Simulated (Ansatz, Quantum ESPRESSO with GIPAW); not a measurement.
## NaF (Villiaumite): from the crystal structure to its NMR spectrum

Aim: the magnetic shielding of every site in NaF (Villiaumite).

Solid-state NMR of this phase has given these values. 19F isotropic shift -224.2 ppm, in “NMR parameters in alkali, alkaline earth and rare earth fluorides from first principle calculations” (2011; arXiv:1105.1645). 19F isotropic shift -221 ppm, in “Calculation of NMR parameters in ionic solids by an improved self-consistent embedded cluster method” (Weber et al., Phys. Chem. Chem. Phys. 12, 583, 2010), quoting earlier work. Shifts are on the scales named with the reference lines below. The 23Na shift is 7.2 ppm against aqueous Na+, in “Influence of octahedral polymerization on 23Na and 27Al MAS NMR in alkali fluoroaluminates” (Dirken et al., American Mineralogist 77, 718, 1992).

Calculated with Quantum ESPRESSO with GIPAW 8.0dev (patched build); DFT, PBE, plane-wave PAW (pslibrary 1.0.0 recipes), scalar-relativistic, GIPAW; a patched development version of the program.

Most raw output is cut from this account.

## Step 1: Starting point

It takes space group Fm-3m (No. 225, cubic). The conventional cell has a = 4.640 Å, b = 4.640 Å, c = 4.640 Å, α = 90.00°, β = 90.00°, γ = 90.00°. Nearest to Na lie 6 F at 2.32 Å. Nearest to F lie 6 Na at 2.32 Å. Farther neighbours and most contacts between anions are not listed.

The cell is an entry of the Crystallography Open Database.

## Step 2: Self-consistent run

GIPAW is a response on top of the ground state, so the wavefunctions come first. Their errors pass straight into the induced current, hence the tight threshold. No empty states are asked for: the response is solved without them. The mesh has a spacing of 0.40 Å⁻¹ at most. The PAW files were made with ld1.x from the pslibrary 1.0.0 recipes, with GIPAW reconstruction switched on (the recipe of F slightly mended, as the packaged one fails to give a sound file).

scf.in reads:

```
&control
  calculation = 'scf'
  prefix = 'x'
  outdir = './tmp/'
  pseudo_dir = './'
/
&system
  ibrav = 0
  nat = 2
  ntyp = 2
  ecutwfc = 75
  ecutrho = 450
  nbnd = 8
/
&electrons
  conv_thr = 1.0d-10
  mixing_beta = 0.7
  electron_maxstep = 100
/
ATOMIC_SPECIES
  Na 22.990 Na.pbe-spn-kjpaw_psl.1.0.0-gipaw.UPF
  F 18.998 F.pbe-n-kjpaw_psl.1.0.0-gipaw.UPF
CELL_PARAMETERS angstrom
  0.00000000 2.32000000 2.32000000
  2.32000000 0.00000000 2.32000000
  2.32000000 2.32000000 0.00000000
ATOMIC_POSITIONS crystal
  Na 0.00000000 0.00000000 0.00000000
  F 0.50000000 0.50000000 0.50000000
K_POINTS automatic
  6 6 6 0 0 0
```

The run is started by

```sh
$ mpirun -np 4 pw.x -nk 4 -in scf.in > scf.out
```

Elapsed: 3 s, on 4 MPI ranks of AMD EPYC 9R45, shared host; peak memory 0.28 GiB; 11 s of CPU time.

It converged in 15 cycles to an estimated accuracy of 3e-11 Ry, on 16 irreducible k-points.

## Step 3: Shieldings

A uniform field breaks periodicity, so gipaw.x applies it as a wave of small q and takes the limit. It solves for the first-order states, builds the induced current and gets the field at each nucleus by Biot–Savart; the PAW spheres add what the smooth waves miss near the nuclei. pawproj makes the reconstruction use the PAW data sets' own projectors.

nmr.in reads:

```
&inputgipaw
  job = 'nmr'
  prefix = 'x'
  tmp_dir = './tmp/'
  restart_mode = 'from_scratch'
  verbosity = 'low'
  q_gipaw = 0.01
  spline_ps = .true.
  conv_threshold = 1.0d-14
  use_nmr_macroscopic_shape = .false.
  pawproj(1) = .true.
  pawproj(2) = .true.
/
```

The run is started by

```sh
$ mpirun -np 4 gipaw.x -in nmr.in > nmr.out
```

The job ended after 18 s (4 MPI ranks; peak memory 0.25 GiB).

The f-sum rule is met to 0.0019 of 12.7 (0.01 %). Converged shieldings require that this miss be small, but a small miss does not prove them.

From the symmetric part of each tensor, with principal values σ11 ≤ σ22 ≤ σ33: σ_iso is their mean, the span is σ33 − σ11 and the skew 3(σ_iso − σ22)/span. (gipaw.x prints an anisotropy in another convention.)

| site | atom no. | atoms in cell | σ_iso (ppm) | span (ppm) | skew |
| --- | --- | --- | --- | --- | --- |
| Na | 1 | 1 | 536.1 | 0.0 | - |
| F | 2 | 1 | 386.1 | 0.0 | - |

The macroscopic shape term is switched off. For a spherical sample the valence susceptibility of this run would add about 7 ppm to every site, a rough estimate, since the susceptibility converges slowly and lacks part of the PAW terms. Differences within the crystal don't depend on it, but shieldings of different compounds can't be compared to better than a few ppm without it.

Na and F sit on cubic site symmetry, where the tensor must be isotropic.

The quadrupolar nuclei (23Na) sit on sites where the field gradient vanishes by symmetry, so they have no quadrupolar coupling.

## Step 4: Sites, surroundings and shifts

A shielding is counted from the bare nucleus and a shift from a reference compound, with the opposite sign. A fitted line does better than one reference, as its slope takes up part of the functional's error.

To turn shieldings into shifts, lines fitted to measured solids are used. 19F: δ = (116.8 − σ) / 1.164, zero at CFCl3, fitted to 6 measured values, from BaF2, CdF2, KF, LiF, MgF2 and ZnF2, with a scatter of 6.6 ppm r.m.s. (this compound left out) (CaF2 fall off this line, as semilocal functionals put their cations' empty d or f shells too low, and are left out), on σ without the shape term. Kinds of site that fitted badly were split off after the misses were seen, so the scatter is that of the points kept.

Covalently bonded atoms count as neighbours within 1.18 times the sum of their radii. Otherwise a cation's neighbours lie within 1.2 times its shortest bond (1.3 for large cations, each anion's radius taken off where they differ), and an anion's are the cations that count it.

| site | atom no. | atoms in cell | surroundings | bonds (Å) | δ_iso (ppm) |
| --- | --- | --- | --- | --- | --- |
| Na | 1 | 1 | NaF6 | 2.320 | - |
| F | 2 | 1 | bound to Na6 | 2.320 | -231.3 |

Simulated spectrum, 19F MAS at 60 kHz, 9.4 T (376.7 MHz), lines broadened by 2 ppm; rigid lattice, with dipolar and J couplings left out: a single narrow line at -231.3 ppm.

## Step 5: Other settings and structures

Each row names what was changed: another mesh tests the sampling of the zone; another functional shows how far the paramagnetic term hangs on the exchange-correlation form; another cutoff tests the basis.

Changes of σ_iso (ppm) against the run above (PBE, cutoffs 75 and 450 Ry, mesh 6×6×6, 80 s). Times are CPU times of pw.x and gipaw.x together, on 4 MPI ranks of AMD EPYC 9R45, shared host; on a shared host they are rough.

| run | CPU time | f-sum miss | Na | F |
| --- | --- | --- | --- | --- |
| mesh 8×8×8 | 2.2 min | 0.0019 | +0.0 | +0.1 |
| LDA | 79 s | 0.0019 | -10.1 | -14.2 |
| cutoffs 55 and 330 Ry (coarse on purpose) | 55 s | 0.013 | -2.6 | +0.5 |
| mesh 4×4×4 (coarse on purpose) | 47 s | 0.0058 | -0.6 | -4.3 |
| Wu-Cohen | 86 s | 0.0018 | -1.2 | -2.8 |
| cutoffs 90 and 540 Ry | 98 s | 2.0e-4 | +1.5 | -0.2 |

The largest move is -14.2 ppm, on F, from LDA.

## Step 6: A bad input

For contrast, the same job on a spoilt input.

Edit nmr.in of step 3 so:

```diff
@@ -6,3 +6,3 @@
   verbosity = 'low'
-  q_gipaw = 0.01
+  q_gipaw = 0.2
   spline_ps = .true.
```

The job ended after 18 s (4 MPI ranks; peak memory 0.26 GiB; 72 s of CPU time).

The run ends without an error, but the fault (a field wave vector far too long) moves σ_iso of F by -11.0 ppm (both without the shape term); the f-sum rule is missed by 0.0044 electrons. Its numbers are not to be used. The field is then no longer uniform over the cell, and the limit q → 0 is not reached.

## Step 7: Comparison with the measured values

| quantity | site | measured | calculated | difference |
| --- | --- | --- | --- | --- |
| 19F isotropic shift (ppm) | F | -224.2 | -231.3 | -7.1 |
| 19F isotropic shift (ppm) | F | -221 | -231.3 | -10.3 |

Without a fitted line the measured shift still tests the calculation: for an exact theory σ + δ is one number for all compounds of a nucleus, up to the shape term, which is left out of σ and differs by some ppm between compounds.

| nucleus, site | σ_iso (ppm) | measured δ (ppm) | σ + δ (ppm) | σ + δ of other compounds, same level |
| --- | --- | --- | --- | --- |
| 23Na, Na | 536.1 | 7.2 | 543.3 | NaCl 545.4, NaI 538.5 |

## Step 8: Outcome

| Item | Value |
| --- | --- |
| 19F shift | -231.3 ppm |
| 23Na shielding without shape term | 536.1 ppm |

What this shows: 19F has one site (bound to Na6), with isotropic shift -231.3 ppm. For 23Na, σ + δ is 543.3 ppm here and 542.0 ppm on average over 2 other sites: with that reference and slope one the shift would be off by -1.3 ppm. Verdict on the shifts: 19F good, missed by 10.3 ppm at most, 1.6 times the scatter of its line. Going to mesh 8×8×8 changes no isotropic shielding by more than 0.13 ppm, so the main run is converged in that respect. Going to cutoffs 90 and 540 Ry changes no isotropic shielding by more than 1.5 ppm, a first measure of the error left in that respect. The cheaper run with cutoffs 55 and 330 Ry takes about 70 % of the time and is off by 0.51 ppm on F, and by 2.6 ppm at most. The largest change with the functional is 14.2 ppm in absolute shielding; part of that drops out once each functional has its own reference line. This build of gipaw.x prints that it is not audited and that its numbers are no references by themselves. It also reports spline_ps as false although the input sets it; why was not traced.

[Logs are printed without paths, hosts, clocks, repeated set-up lines and the standing remarks that a program may print on its own settings, such as how far it seeks lower states.]

[Hosts, paths, dates, database ids (printed as entryN), source tags and the programs' standing remarks are cut or masked in the printed files.]

[Where no reference line passes its bar on scatter, no shift is given, so a measured shift of this compound may stand uncompared.]
